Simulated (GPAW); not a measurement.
# HfSi2P4 monolayer: work function by functional and basis, part 2 of 2

Wanted: work functions and dipole of HfSi2P4 monolayer, with the cost of each level.

GPAW 26.7.0; GPAW, PAW setups; layer in a repeated cell with vacuum, relaxation of atoms and in-plane cell (the session's first sound run).

So far, upper work function (eV): step 3 (the slab's potential, PBE, GPAW) 5.52; step 5 (self-consistent run: xc = "RPBE") 5.43; step 6 (OptPBE vdW: xc = "optPBE-vdW", GPAW, PAW setups, GPAW) 5.72; step 7 (self-consistent run: xc = "LDA") 5.75; step 8 (self-consistent run: xc = "vdW-DF2", GPAW, PAW setups, GPAW) 5.84.

## 9. Real-space grid: mode = "fd"

Level of this step: GPAW, PAW setups; slab in vacuum (GPAW).

A real-space grid is a second complete basis, so it checks the plane-wave result.

The input, run.py:

```python
import json
import numpy as np
from ase import Atoms
from gpaw import GPAW

slab = Atoms(
    ['P', 'Si', 'P', 'Hf', 'P', 'Si', 'P'],
    positions=[
        [-0.00000, 0.00000, 7.00000],
        [-0.00000, 2.10192, 7.97438],
        [-0.00000, 2.10192, 10.22693],
        [-0.00000, -0.00000, 11.74653],
        [-0.00000, 2.10192, 13.26615],
        [-0.00000, 2.10192, 15.51869],
        [-0.00000, 0.00000, 16.49308]],
    cell=[[3.64064, 0.0, 0.0], [-1.82032, 3.15289, 0.0], [0.0, 0.0, 23.4931]],
    pbc=[True, True, False])

slab.calc = GPAW(mode='fd', h=0.18, xc='PBE', kpts={'size': (9, 9, 1), 'gamma': True},
                 occupations={'name': 'fermi-dirac', 'width': 0.05}, nbands='200%',
                 convergence={'density': 1e-05}, maxiter=200,
                 poissonsolver={'dipolelayer': 'xy'},
                 symmetry={'tolerance': 1e-3}, txt='slab.txt')
result = {}
energy = slab.get_potential_energy()
fermi = slab.calc.get_fermi_level()
v = slab.calc.get_electrostatic_potential().mean((0, 1)) - fermi
n = slab.calc.get_pseudo_density().mean((0, 1))
L = slab.cell[2, 2]
z = np.arange(len(v)) * L / len(v)
low, high = slab.positions[:, 2].min(), slab.positions[:, 2].max()
below, above = np.interp([low - 4.8, high + 4.8], z, v)
slopes = [np.interp(x, z, np.gradient(v, z)) for x in (low - 4.8, high + 4.8)]
eps = np.array([[slab.calc.get_eigenvalues(k, s) for k in range(len(slab.calc.get_ibz_k_points()))]
                for s in range(slab.calc.get_number_of_spins())]) - fermi
top, bottom = eps[eps < 0].max(), eps[eps > 0].min()
dipole = slab.get_dipole_moment()[2]
print(f'energy {energy:.4f} eV, Fermi level {fermi:.4f} eV, dipole {dipole:.5f} e A')
print(f'potential 4.8 A off the faces, from the Fermi level: lower {below:.4f} eV, upper {above:.4f} eV')
print(f'slope of the potential there: lower {slopes[0]:.5f}, upper {slopes[1]:.5f} eV/A')
print(f'nearest levels on the mesh: {top:.4f} and {bottom:.4f} eV')
print('magnetic moment', round(slab.get_magnetic_moment(), 3))
result.update(energy=energy, fermi=fermi, dipole=dipole, below=below, above=above, slopes=slopes, edges=[top, bottom],
              z=z.tolist(), v=v.tolist(), n=n.tolist(), positions=slab.positions.tolist(),
              forces=slab.get_forces(apply_constraint=False).tolist(), moments=slab.get_magnetic_moments().tolist())
json.dump(result, open('result.json', 'w'))
```

Launch:

```bash
OMP_NUM_THREADS=1 OPENBLAS_NUM_THREADS=1 python run.py
```

What it wrote:

```text
energy -42.2050 eV, Fermi level -5.5207 eV, dipole -0.00049 e A
potential 4.8 A off the faces, from the Fermi level: lower 5.5168 eV, upper 5.5245 eV
slope of the potential there: lower -0.00011, upper 0.00011 eV/A
nearest levels on the mesh: -0.2190 and 0.0023 eV
magnetic moment 0.0
```

It took 2.7 min on 1 thread of Arm Neoverse V1, shared host; peak memory 0.62 GiB.

This step gave:

```
dipole along the normal                    : -4.93e-4 e·Å
levels nearest the Fermi level on the mesh : -0.2190, 0.002283 eV from the Fermi level
upper work function                        : 5.525 eV
lower work function                        : 5.517 eV
```

Electrostatic potential energy of an electron (without an applied field's), less the Fermi level, planar mean against z:

z (Å), electrostatic potential energy of an electron (without an applied field's), less the Fermi level, planar mean (eV) and a bar from the least value:
```
      0.0        5.5 ##############################
      0.5        5.5 ##############################
      1.0        5.5 ##############################
      1.5        5.5 ##############################
      2.0        5.5 ##############################
      2.5        5.5 ##############################
      3.0        5.5 ##############################
      3.5        5.5 ##############################
      4.0        5.5 ##############################
      4.5        5.5 ##############################
      5.0        5.4 ##############################
      5.5        5.0 #############################
      6.0        3.2 ##########################
      6.5       -3.3 #################
      7.0      -13.2 ##
      7.5      -10.8 ######
      8.0      -11.4 #####
      8.5       -3.5 #################
      9.0        1.8 ########################
      9.5        0.5 #######################
     10.0       -8.2 ##########
     10.5       -8.6 #########
     11.0       -5.7 #############
     11.5      -14.6 
     12.0      -14.5 
     12.5       -5.6 #############
     13.0       -8.7 #########
     13.5       -8.1 ##########
     14.0        0.6 #######################
     14.5        1.8 ########################
     15.0       -3.6 ################
     15.5      -11.4 #####
     16.0      -10.8 ######
     16.5      -13.2 ##
     17.0       -3.1 #################
     17.5        3.2 ###########################
     18.0        5.0 #############################
     18.5        5.4 ##############################
     19.0        5.5 ##############################
     19.5        5.5 ##############################
     20.0        5.5 ##############################
     20.5        5.5 ##############################
     21.0        5.5 ##############################
     21.5        5.5 ##############################
     22.0        5.5 ##############################
     22.5        5.5 ##############################
     23.0        5.5 ##############################
```

The upper face's work function is 5.525 eV, against 5.524 eV in the first plane-wave PBE run at this geometry.

## 10. Atomic orbitals: mode = "lcao"

Atom-centred orbitals end a few angstrom from the surface, which tests how much the density's tail matters.

run.py, as its differences from that of step 9:

```diff
@@ -18,4 +18,4 @@
 
-slab.calc = GPAW(mode='fd', h=0.18, xc='PBE', kpts={'size': (9, 9, 1), 'gamma': True},
-                 occupations={'name': 'fermi-dirac', 'width': 0.05}, nbands='200%',
+slab.calc = GPAW(mode='lcao', basis='dzp', h=0.18, xc='PBE', kpts={'size': (9, 9, 1), 'gamma': True},
+                 occupations={'name': 'fermi-dirac', 'width': 0.05}, nbands='120%',
                  convergence={'density': 1e-05}, maxiter=200,
```

What it wrote:

```text
energy -41.0589 eV, Fermi level -5.2835 eV, dipole -0.00049 e A
potential 4.8 A off the faces, from the Fermi level: lower 5.2796 eV, upper 5.2874 eV
slope of the potential there: lower 0.00000, upper 0.00000 eV/A
nearest levels on the mesh: -0.2153 and 0.0101 eV
magnetic moment 0.0
```

Wall time 2 min (1 thread); peak memory 0.32 GiB.

Numbers from this step:

* levels nearest the Fermi level on the mesh: -0.2153, 0.01005 eV from the Fermi level
* upper work function: 5.287 eV
* lower work function: 5.280 eV

The upper face's work function is 5.287 eV, against 5.524 eV in the first plane-wave PBE run at this geometry.

## 11. Cost and result by level

Times are for 1 thread of Arm Neoverse V1, shared host. The series side by side:

```tsv
no.	run	upper work function (eV)	lower work function (eV)	time	memory (GiB)
1	pw	5.524	5.516	65 s	0.24
2	revPBE	5.433	5.426	65 s	0.24
3	RPBE	5.434	5.427	66 s	0.24
4	optPBE vdW	5.722	5.714	77 s	0.42
5	LDA	5.752	5.744	63 s	0.24
6	vdW DF2	5.841	5.833	81 s	0.43
7	fd	5.525	5.517	2.7 min	0.62
8	lcao	5.287	5.280	2 min	0.32
```

## 12. Side by side

Results and costs are gathered.

This step: comparison of work functions, dipole and cost (GPAW 26.7.0).

Ladder, by row:

```tsv
step	code	work function, upper (eV)	work function, lower (eV)	dipole (e Å)	wall time (s)	peak memory (GiB)	threads
pw	GPAW	5.524	5.516	-5.89e-4	64.93	0.24	1
revPBE	GPAW	5.433	5.426	-5.89e-4	65.12	0.24	1
RPBE	GPAW	5.434	5.427	-5.89e-4	65.68	0.24	1
optPBE-vdW	GPAW	5.722	5.714	-5.89e-4	76.75	0.42	1
LDA	GPAW	5.752	5.744	-5.90e-4	62.65	0.24	1
vdW-DF2	GPAW	5.841	5.833	-5.90e-4	81.08	0.43	1
fd	GPAW	5.525	5.517	-4.93e-4	164.4	0.62	1
lcao	GPAW	5.287	5.28	-4.93e-4	121.4	0.32	1
```

## 13. A changed run

One more run, with changed settings.

This step: GPAW, PAW setups; slab in vacuum (GPAW 26.7.0).

run.py, as its differences from that of step 10:

```diff
@@ -3,3 +3,3 @@
 from ase import Atoms
-from gpaw import GPAW
+from gpaw import GPAW, PW
 
@@ -18,5 +18,5 @@
 
-slab.calc = GPAW(mode='lcao', basis='dzp', h=0.18, xc='PBE', kpts={'size': (9, 9, 1), 'gamma': True},
-                 occupations={'name': 'fermi-dirac', 'width': 0.05}, nbands='120%',
-                 convergence={'density': 1e-05}, maxiter=200,
+slab.calc = GPAW(mode=PW(400), xc='PBE', kpts={'size': (1, 1, 1), 'gamma': True},
+                 occupations={'name': 'fermi-dirac', 'width': 0.05}, nbands='200%',
+                 convergence={'density': 1e-05}, maxiter=50,
                  poissonsolver={'dipolelayer': 'xy'},
```

What it wrote:

```text
energy -18.5890 eV, Fermi level 1.0996 eV, dipole -0.00059 e A
potential 4.8 A off the faces, from the Fermi level: lower 5.3645 eV, upper 5.3722 eV
slope of the potential there: lower -0.00027, upper 0.00027 eV/A
nearest levels on the mesh: -0.4289 and 0.3943 eV
magnetic moment 0.0
```

The job ended after 7.4 s (1 thread; peak memory 0.19 GiB).

The run finished. A setting was moved off its sound value on purpose, so it serves as a test and not as the result.

The fault put into the input: one k-point (kpts = [1, 1]).

Side by side:

```tsv
quantity	this run	sound run	difference
upper work function (eV)	5.3722	5.5237	-0.151
lower work function (eV)	5.3645	5.5159	-0.151
```

One result that differs is the lower work function, 5.36 eV against 5.52 eV.

## 14. Outcome

| Property | Result |
| --- | --- |
| work function, upper and lower face | 5.524 and 5.516 eV |
| dipole along the normal | -5.9e-4 e Å |

With plane waves and PBE the work function is 5.52 eV on the upper face and 5.52 eV on the lower. Over the sound runs of the table the upper face's work function spans 5.287 (lcao) to 5.841 eV (vdW-DF2). Atomic orbitals miss the plane-wave value by -0.24 eV, since they describe the tail of the density in the vacuum poorly. The starting lattice was a guess from atomic radii; the relaxation moved it by 5 %. The small printed dipole stands for a step of 9.3 meV from the lower to the upper face, and the probes find 7.8 meV; values this small are near the numerical noise of both. The layer's cell and atoms come from the relaxation; spin-orbit coupling and temperature are left out.

[Logs are printed without paths, hosts, clocks, repeated set-up lines and the standing remarks that a program may print on its own settings, such as how far it seeks lower states.]

[Hosts, paths, dates, database ids (printed as entryN), source tags and the programs' standing remarks are cut or masked in the printed files.]
